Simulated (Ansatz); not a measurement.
# How fast states decay through Mg4CdTe4S

Aim: relax a made-up compound, Mg4CdTe4S, and see how good a tunnel barrier it would be. It is built by putting Mg for Zn, Te for Se in the Zn4CdSe4S structure of space group Imm2, with the volume rescaled by atomic radii. The parent structure comes from the Materials Project.

Method: PBE DFT, plane waves, PAW files, in the first sound run; inputs show where later runs differ, in Ansatz 0.2.0.

This is a report of a sequence of runs, with most program output left out.

The structure was built from a prototype and need not be the compound's stable phase.

### 1. The structure

It takes space group Imm2 (No. 44, orthorhombic). The conventional cell has a = 4.383 Å, b = 21.843 Å, c = 6.205 Å, α = 90.00°, β = 90.00°, γ = 90.00°. Nearest to Mg lie 1 S at 2.53 Å and 3 Te at 2.67 Å. Mg has 4 Te at 2.67 to 2.69 Å nearest. Nearest to Cd lie 2 S at 2.75 Å and 2 Te at 2.85 Å. Te has 3 Mg at 2.67 Å and 1 Cd at 2.85 Å nearest. Nearest to Te lie 4 Mg at 2.67 to 2.69 Å. Nearest to S lie 2 Mg at 2.53 Å and 2 Cd at 2.75 Å. It derives from Zn4CdSe4S. Mg for Zn, Te for Se in the Zn4CdSe4S structure of space group Imm2. Farther neighbours and most contacts between anions are not listed.

Coordinates:

```cif
data_structure
_symmetry_space_group_name_H-M 'P 1'
_symmetry_Int_Tables_number 1
_cell_length_a 11.5631
_cell_length_b 11.5631
_cell_length_c 11.5631
_cell_angle_alpha 158.149
_cell_angle_beta 38.357
_cell_angle_gamma 148.871
_cell_volume 297.05
loop_
_atom_site_label
_atom_site_type_symbol
_atom_site_fract_x
_atom_site_fract_y
_atom_site_fract_z
_atom_site_occupancy
Mg1 Mg 0.39501 0.99372 0.40129 1
Mg2 Mg 0.79886 0.00028 0.79859 1
Mg3 Mg 0.20169 0.00028 0.20141 1
Mg4 Mg 0.59243 0.99372 0.59871 1
Cd5 Cd 0.01189 0.01189 0.00000 1
Te6 Te 0.63382 0.73839 0.89544 1
Te7 Te 0.04752 0.74649 0.30103 1
Te8 Te 0.44545 0.74649 0.69897 1
Te9 Te 0.84295 0.73839 0.10456 1
S10 S 0.28036 0.78036 0.50000 1
```

### 2. Cell and atoms at rest

The substituted atoms don't fit the parent's cell, so cell and atoms relax together. A small smearing keeps the run stable in case the gap closes on the way.

input.yaml reads:

```yaml
crystal:
  lattice:
    - [-2.1915910055, 10.9213143607, 3.1026536982]
    - [2.1915910055, -10.9213143607, 3.1026536982]
    - [2.1915910055, 10.9213143607, -3.1026536982]
  atoms:
    - { symbol: Mg, position: [0.395013, 0.99372, 0.401293] }
    - { symbol: Mg, position: [0.798865, 0.000279, 0.798586] }
    - { symbol: Mg, position: [0.201693, 0.000279, 0.201414] }
    - { symbol: Mg, position: [0.592427, 0.99372, 0.598707] }
    - { symbol: Cd, position: [0.011892, 0.011892, 0.0] }
    - { symbol: Te, position: [0.633823, 0.7383865, 0.8954365] }
    - { symbol: Te, position: [0.047519, 0.7464865, 0.3010325] }
    - { symbol: Te, position: [0.445454, 0.7464865, 0.6989675] }
    - { symbol: Te, position: [0.84295, 0.7383865, 0.1045635] }
    - { symbol: S, position: [0.280362, 0.780362, 0.5] }
kpoints:
  mp_grid: { grid: [6, 6, 6] }
scf:
  occupations: { method: gaussian, width: 0.03 }
hamiltonian:
  xc: pbe
output:
  forces: true
  stress: true
relax:
  f_tol: 0.02
  max_steps: 60
  cell: {}
```

On the command line:

```sh
$ ansatz run input.yaml --threads 2 --pin off --max-ram 4096MiB --backend cpu --events-out ev --progress --plain --runs-dir out
```

Wall time 6.3 min (2 threads of Arm Neoverse N1, shared host); peak memory 1.1 GiB.

Step by step:

```
step  energy less that of the first step (eV)  largest force component (eV/Å)  pressure (GPa)  volume (Å³)
   1                                   0.0000                          0.9410            4.23       297.05
   2                                  -0.7195                          0.1187           -0.38       327.48
   3                                  -0.7378                          0.0651           -0.08       324.46
   4                                  -0.7396                          0.0095            0.00       323.78
  5*                                  -0.7422                          0.0094           -0.01       323.78
```

Relaxation steps marked * repeat the geometry before them on a plane-wave basis chosen anew for their cell, so energy and pressure can jump there.

The run keeps the 4 symmetry operations that it works with, so distortions that break them were not tested.

```
conventional cell, symmetrised  before   after  change
                         a (Å)   4.383   4.514  +3.0 %
                         b (Å)  21.843  22.601  +3.5 %
                         c (Å)   6.205   6.347  +2.3 %
              volume (Å³/atom)   29.70   32.38  +9.0 %
```

The atoms that moved most (Å, as changes of fractional coordinates times the final cell):

```
atom     dx      dy      dz  length
 Mg1  0.000   0.225  -0.052   0.231
 Mg4  0.000  -0.225  -0.052   0.231
 Te6  0.000   0.169   0.060   0.179
 Te9  0.000  -0.169   0.060   0.179
 Cd5  0.000   0.000   0.147   0.147
 S10  0.000   0.000  -0.138   0.138
 Te8  0.000  -0.083   0.035   0.090
 Te7  0.000   0.083   0.035   0.090
```

This step gave:

```
free energy  : -44780.1144 eV
Fermi energy : 5.513 eV
pressure     : -0.005296 GPa
```

The largest force component on a free atom ends at 0.0094 eV/Å.

### 3. Band edges

The energy window and the wavevectors of the next steps follow from the band edges, so these are searched first, off the mesh as well.

input.yaml reads:

```yaml
crystal:
  lattice:
    - [-2.2571769871, 11.3004127665, 3.17343882]
    - [2.2571769871, -11.3004127665, 3.17343882]
    - [2.2571769871, 11.3004127665, -3.17343882]
  atoms:
    - { symbol: Mg, position: [0.3968106929, 0.9855484558, 0.4112622371] }
    - { symbol: Mg, position: [0.7919955389, -0.0073172067, 0.7993127457] }
    - { symbol: Mg, position: [0.1933700476, -0.0073172067, 0.2006872543] }
    - { symbol: Mg, position: [0.5742862187, 0.9855484558, 0.5887377629] }
    - { symbol: Cd, position: [0.0350611121, 0.0350611121, 0.0] }
    - { symbol: Te, position: [0.6508231489, 0.7479170095, 0.9029061394] }
    - { symbol: Te, position: [0.0566716238, 0.7519775709, 0.3046940529] }
    - { symbol: Te, position: [0.4472835179, 0.7519775709, 0.6953059471] }
    - { symbol: Te, position: [0.8450108701, 0.7479170095, 0.0970938606] }
    - { symbol: S, position: [0.2586852291, 0.7586852291, 0.5] }
kpoints:
  mp_grid: { grid: [6, 6, 6] }
  band_path: { path: [VBM, CBM], npoints: 30 }
scf:
  occupations: { method: fixed }
hamiltonian:
  xc: pbe
output:
  eigenvalues: true
  write_potential: true
  write_density: true
  volumetric_format: npy
  elf: true
```

Elapsed: 5.9 min, on 2 threads; peak memory 1.3 GiB.

This step gave:

| Quantity | Value |
| --- | --- |
| free energy | -44780.1146 eV |
| Fermi energy | 4.712 eV |
| gap on the k-mesh | 1.602 eV |
| gap on path | 1.602 eV, by band count; negative where bands overlap |
| direct gap on path | 1.619 eV |
| edge places on path | 0, 1.730 1/A along the path |

Electronic bands along the path, in eV, zero at the Fermi level (highest filled level under fixed occupations); v1 is the highest filled band, c1 the lowest empty one:

```
  point     v4     v3     v2     v1    c1    c2    c3    c4
    VBM  -0.64  -0.34  -0.18   0.00  2.13  2.92  3.23  3.59
halfway  -1.01  -0.64  -0.62  -0.57  3.07  3.37  4.16  4.49
    CBM  -0.21  -0.19  -0.19  -0.02  1.60  3.18  3.33  3.97
```

ELF in the ac plane of the cell as run, not the conventional one, at fractional y = 0.035, with atoms of Mg and Cd within 0.2 Å of it. It is the smooth field of the valence electrons, not physical close to the nuclei.

Ten even steps from '0' (0.02) to '9' (0.79), each cell a mean:
```
6997421000026898888752002589887523
2466531100003688777896201114777642
1223432110001368877789612442145542
1111111222210136887778961344311221
0000112356642102589888996134441000
0000012578887410025898888611343001
3210001478999851011257887641011013
7653100147999995134322455532101136
9987531014799999514443112211001368
9988875200148999841344300100000258
8887788730011478873123420110000025
5887778983034213554200110243200002
2588777898314442122210012477643100
0258987789731434200000014799987531
2002589988872134410000002589998875
7300025898875201110121000258887888
9721332257764210011355310014787778
8972244412443210125789752001367777
7897224342011100014799987421125777
8888621344100000002589888863112346
4677641012101110000368877786322222
3235542100013543100136887778632354
7532221001247887531013688777863357
9974211000258999876311258988886236
```
Columns run along a (12.0 Å), rows up along c (12.0 Å). Atoms in or near the plane, at fractional coordinates: Mg at (0.40, 0.41), Mg at (0.79, 0.80), Mg at (0.19, 0.20), Mg at (0.57, 0.59), Cd at (0.04, 0.00).

Electrostatic potential energy in the ac plane of the cell as run, not the conventional one, at fractional y = 0.035, with atoms of Mg and Cd within 0.2 Å of it. With pseudopotentials it is smooth inside the atoms' cores, unlike the true potential.

Values in eV, 13 rows by 16 columns, each cell a mean:
```
-17 -22  -6   8   9   9   7   2   2   7   3  -2   2   6   7   2
  6  -4  -7   5   9   9   8   6  -3  -1   5 -11 -34  -9   7   9
  9   8   7   6   7   8   7   5   5   2   5   4 -21 -40  -7   7
  8   9   9   8   6   4   6   0 -10   1   7   8   6  -5  -7   3
  6   8   9   7   7   5   5   4 -23 -37  -7   7   9   8   6   5
  6   2   5   7   1  -2   4   7   4 -21 -30   0   8   9   9   8
  8   3  -4   2   3 -21 -30  -2   8   6   0   0   6   9   9   9
  6   6   4   1   6   1 -30 -34   0   8   8   7   7   6   7   8
  6  -2  -6   3   7   8   5  -7  -4   5   9   9   9   5  -1   4
  3   2 -31 -31  -1   8   9   8   6   6   7   9   9   8   3  -3
  4   6  -1 -29 -27   2   8   9   9   8   4   4   8   7   5   4
 -1   7   8   5  -3   0   7   9   9   9   6  -2   0   6  -4 -11
-24  -8   7   9   8   7   6   7   9   8   7   5   0   3   2 -17
```
Columns run along a (12.0 Å; values clipped at the 3rd and 97th percentile), rows up along c (12.0 Å). Atoms in or near the plane, at fractional coordinates: Mg at (0.40, 0.41), Mg at (0.79, 0.80), Mg at (0.19, 0.20), Mg at (0.57, 0.59), Cd at (0.04, 0.00).

Valence density in the ac plane of the cell as run, not the conventional one, at fractional y = 0.035, with atoms of Mg and Cd within 0.2 Å of it. It is the smooth field of the valence electrons, not physical close to the nuclei.

Ten steps, logarithmic in the rise over the least value, from '0' (0 e/Å³) to '9' (21 e/Å³), each cell a mean:
```
7998510000000111111000000111111114
2577631000000011222110001211110001
0124432100000001122211112664100000
0001121110000000112221111599720000
0000001111000000011121111159972000
0000000111111000001111110003664100
0000000011221100122111100000011100
0000000001122211146631000000000011
1110000000112221126996100000000001
1111100000011111112698510000000000
1122211000011111100136520000000000
0112222110145420000000111000000000
0011222211137984000000000010000000
0001112211113898400000000011110000
0000011111100257620000000001111100
0000111111100001211000000001122211
1101353100000000000000000000112222
2111379730000000000111000000011222
2111148983000000000011110000001112
1111003786200000000011111100001111
1110000023210000000001122211112222
4210000000010000000000112221112455
8631000000001110000000011222111368
9985100000000111100000001112111147
```
Columns run along a (12.0 Å), rows up along c (12.0 Å). Atoms in or near the plane, at fractional coordinates: Mg at (0.40, 0.41), Mg at (0.79, 0.80), Mg at (0.19, 0.20), Mg at (0.57, 0.59), Cd at (0.04, 0.00).

The searched edges give 1.60 eV, as on the mesh.

### 4. Decaying states in the gap

This step: PBE DFT, plane waves, PAW files; complex bands by layer matching along the plane's normal (Ansatz 0.2.0).

The same crystal is laid in a cell whose first two vectors span the (010) plane (indices of the standard conventional cell, whose axes can be ordered otherwise than in the bulk input). At fixed energy and wavevector in the plane the solver finds all kz, real and complex. A few wavevectors are listed, (0, 0) and (0.5, 0) in units of the plane's reciprocal vectors; the slowest state needn't be among them.

input.yaml reads:

```yaml
crystal:
  lattice:
    - [6.34687764, 0.0, 0.0]
    - [0.0, 4.514353974, 0.0]
    - [3.17343882, 2.257176987, 11.300412766]
  atoms:
    - { symbol: Mg, position: [0.5742862187, 0.5887377629, 0.8225244742] }
    - { symbol: Mg, position: [0.1933700476, 0.2006872543, 0.5986254914] }
    - { symbol: Mg, position: [0.791995539, 0.7993127457, 0.4013745086] }
    - { symbol: Mg, position: [0.3968106929, 0.4112622371, 0.1774755258] }
    - { symbol: Cd, position: [0.0350611121, 0.0, 0.0] }
    - { symbol: Te, position: [0.8450108701, 0.0970938606, 0.8058122788] }
    - { symbol: Te, position: [0.4472835179, 0.6953059471, 0.6093881058] }
    - { symbol: Te, position: [0.0566716238, 0.3046940529, 0.3906118942] }
    - { symbol: Te, position: [0.6508231489, 0.9029061394, 0.1941877212] }
    - { symbol: S, position: [0.2586852291, 0.5, 0.0] }
kpoints:
  mp_grid: { grid: [6, 6, 6] }
scf:
  occupations: { method: fixed }
hamiltonian:
  xc: pbe
output:
  eigenvalues: true
  transmission:
    leads: [[0, 0]]
    kpoints: [[0.0, 0.0], [0.5, 0.0]]
    e_range: [-1.0, 2.6]
    de: 0.09
```

It took 3.7 min on 2 threads; peak memory 1.2 GiB; 6.7 min of CPU time.

This step gave:

| Item | Value |
| --- | --- |
| level to which the leads are filled | 0.8012 eV from the Fermi level |
| decay constant at the filling level, zone centre | 0.1438 Å⁻¹ |
| decay constant at the filling level, slowest listed point | 0.1438 Å⁻¹ |

K parallel (0, 0); values up to 1.5 1/Å, a degenerate pair printed once or twice; energies at which all values exceed this have no row. Table of Im kz of the slowest decaying states by energy, zero at the highest filled level on the SCF mesh:

```
energy (eV)  decay 1 (Å⁻¹)  decay 2 (Å⁻¹)  decay 3 (Å⁻¹)  decay 4 (Å⁻¹)
      -1.00         0.0312          0.170          0.912           1.04
      -0.73         0.0234          0.113          0.204          0.842
      -0.46         0.0777          0.149          0.225          0.748
      -0.19         0.0295         0.0578          0.240          0.547
      -0.01         0.0916          0.230          0.249          0.584
       0.26          0.126          0.256          0.372          0.451
       0.53          0.142          0.259          0.534          0.587
       0.80          0.144          0.258          0.606          0.618
       1.07          0.134          0.253          0.543          0.637
       1.34          0.105          0.244          0.510          0.648
       1.61          0.231          0.496          0.653          0.671
       1.79          0.219          0.489          0.625          0.654
       2.06          0.196          0.479          0.559          0.652
       2.33          0.120          0.149          0.458          0.498
       2.60          0.130          0.387          0.474          0.622
```

K parallel (0.5, 0); values up to 1.5 1/Å, a degenerate pair printed once or twice; energies at which all values exceed this have no row. Im kz of the slowest decaying states against energy, zero at the highest filled level on the SCF mesh:

```
energy (eV)  decay 1 (Å⁻¹)  decay 2 (Å⁻¹)  decay 3 (Å⁻¹)  decay 4 (Å⁻¹)
      -1.00         0.0264          0.388          0.482           1.27
      -0.82         0.0449          0.367          0.392           1.25
      -0.73          0.317          0.353           1.24              -
      -0.55         0.0490         0.0490         0.0647         0.0647
      -0.46          0.115          0.155          0.264           1.21
      -0.28          0.251          0.277          0.334           1.19
      -0.10          0.299          0.302          0.431           1.16
      -0.01          0.303          0.322          0.461           1.15
       0.17          0.307          0.351          0.505           1.13
       0.26          0.308          0.361          0.521           1.12
       0.44          0.310          0.375          0.547           1.10
       0.62          0.311          0.383          0.565           1.07
       0.71          0.311          0.385          0.572           1.06
       0.89          0.311          0.386          0.583           1.03
       0.98          0.310          0.384          0.587           1.02
       1.16          0.308          0.379          0.593          0.997
       1.34          0.305          0.370          0.597          0.970
       1.43          0.303          0.363          0.598          0.957
       1.61          0.298          0.348          0.598          0.929
       1.70          0.295          0.338          0.597          0.915
       1.88          0.287          0.314          0.595          0.886
       2.06          0.276          0.279          0.591          0.856
       2.15          0.246          0.273          0.589          0.840
       2.33          0.217          0.256          0.582          0.808
       2.42          0.249          0.579          0.791           1.40
       2.60          0.251          0.571          0.756           1.38
```

At the listed wavevectors the last open channel is at -0.01 eV and the next at +1.61 eV on the grid. At +0.80 eV, the grid energy nearest the filling level (the middle of the gap on the SCF mesh), the slowest state at the listed wavevectors decays with κ = 0.144 Å⁻¹, its amplitude falling by e over 7.0 Å. Through 1 nm of this crystal that state's transmission falls by exp(−2 × 0.144 Å⁻¹ × 10 Å) = 0.056.

### 5. Decay over the two-dimensional zone

The listed points could miss the slowest state, so one energy near mid-gap is solved on a mesh of 6×8.

Changes to input.yaml since step 4:

```diff
@@ -24,6 +24,2 @@
   eigenvalues: true
-  transmission:
-    leads: [[0, 0]]
-    kpoints: [[0.0, 0.0], [0.5, 0.0]]
-    e_range: [-1.0, 2.6]
-    de: 0.09
+  transmission: { leads: [[0, 0]], kmesh: [6, 8], e_range: [0.8, 0.81], de: 0.05 }
```

The job ended after 3.9 min (2 threads; peak memory 1.2 GiB).

This step gave:

| Property | Result |
| --- | --- |
| least decay constant on the mesh | 0.1438 Å⁻¹ |

Slowest decay constant (1/Å; 0 where a channel is open) over k1 and k2. At 0.8000 eV from the Fermi level.

Values, 8 rows by 6 columns:
```
0.250 0.228 0.249 0.261 0.249 0.228
0.288 0.252 0.229 0.235 0.229 0.252
0.307 0.285 0.229 0.192 0.229 0.285
0.311 0.281 0.242 0.144 0.242 0.281
0.307 0.285 0.229 0.192 0.229 0.285
0.288 0.252 0.229 0.235 0.229 0.252
0.250 0.228 0.249 0.261 0.249 0.228
0.227 0.247 0.269 0.274 0.269 0.247
```
Columns: k1 (b1) from -0.5 to 0.333; rows upwards: k2 (b2) from -0.5 to 0.375.

The least value on the mesh is 0.144 Å⁻¹ at +0.80 eV. At that energy the listed points give about 0.144 Å⁻¹ by interpolation, so the mesh holds no clearly slower state.

### 6. Band edges at another level

This step: PBEsol DFT, plane waves, PAW files (Ansatz 0.2.0).

The edges again with PBEsol, at the same atoms.

input.yaml reads:

```yaml
crystal:
  lattice:
    - [-2.2571769871, 11.3004127665, 3.17343882]
    - [2.2571769871, -11.3004127665, 3.17343882]
    - [2.2571769871, 11.3004127665, -3.17343882]
  atoms:
    - { symbol: Mg, position: [0.3968106929, 0.9855484558, 0.4112622371] }
    - { symbol: Mg, position: [0.7919955389, -0.0073172067, 0.7993127457] }
    - { symbol: Mg, position: [0.1933700476, -0.0073172067, 0.2006872543] }
    - { symbol: Mg, position: [0.5742862187, 0.9855484558, 0.5887377629] }
    - { symbol: Cd, position: [0.0350611121, 0.0350611121, 0.0] }
    - { symbol: Te, position: [0.6508231489, 0.7479170095, 0.9029061394] }
    - { symbol: Te, position: [0.0566716238, 0.7519775709, 0.3046940529] }
    - { symbol: Te, position: [0.4472835179, 0.7519775709, 0.6953059471] }
    - { symbol: Te, position: [0.8450108701, 0.7479170095, 0.0970938606] }
    - { symbol: S, position: [0.2586852291, 0.7586852291, 0.5] }
kpoints:
  mp_grid: { grid: [6, 6, 6] }
  band_path: { path: [VBM, CBM], npoints: 30 }
scf:
  occupations: { method: fixed }
hamiltonian:
  xc: pbesol
output:
  eigenvalues: true
```

It took 5.5 min on 2 threads; peak memory 1.1 GiB.

Numbers from this step:

```yaml
free_energy: -44331.1883 eV
fermi_energy: 4.610 eV
gap_on_the_k_mesh: 1.492 eV
gap_on_path: 1.492 eV, by band count; negative where bands overlap
direct_gap_on_path: 1.509 eV
```

Electronic bands along the path, in eV, zero at the Fermi level (highest filled level under fixed occupations); v1 is the highest filled band, c1 the lowest empty one:

```
  point     v4     v3     v2     v1    c1    c2    c3    c4
    VBM  -0.64  -0.35  -0.17   0.00  2.04  2.80  3.13  3.52
halfway  -1.02  -0.65  -0.63  -0.58  3.00  3.30  4.10  4.40
    CBM  -0.22  -0.19  -0.19  -0.02  1.49  3.07  3.22  3.89
```

The searched edges give 1.49 eV, as on the mesh.

[end of part 1 of 2]

[Logs are printed without paths, hosts, clocks, repeated set-up lines and the standing remarks that a program may print on its own settings, such as how far it seeks lower states.]

[Hosts, paths, dates, database ids (printed as entryN), source tags and the programs' standing remarks are cut or masked in the printed files.]
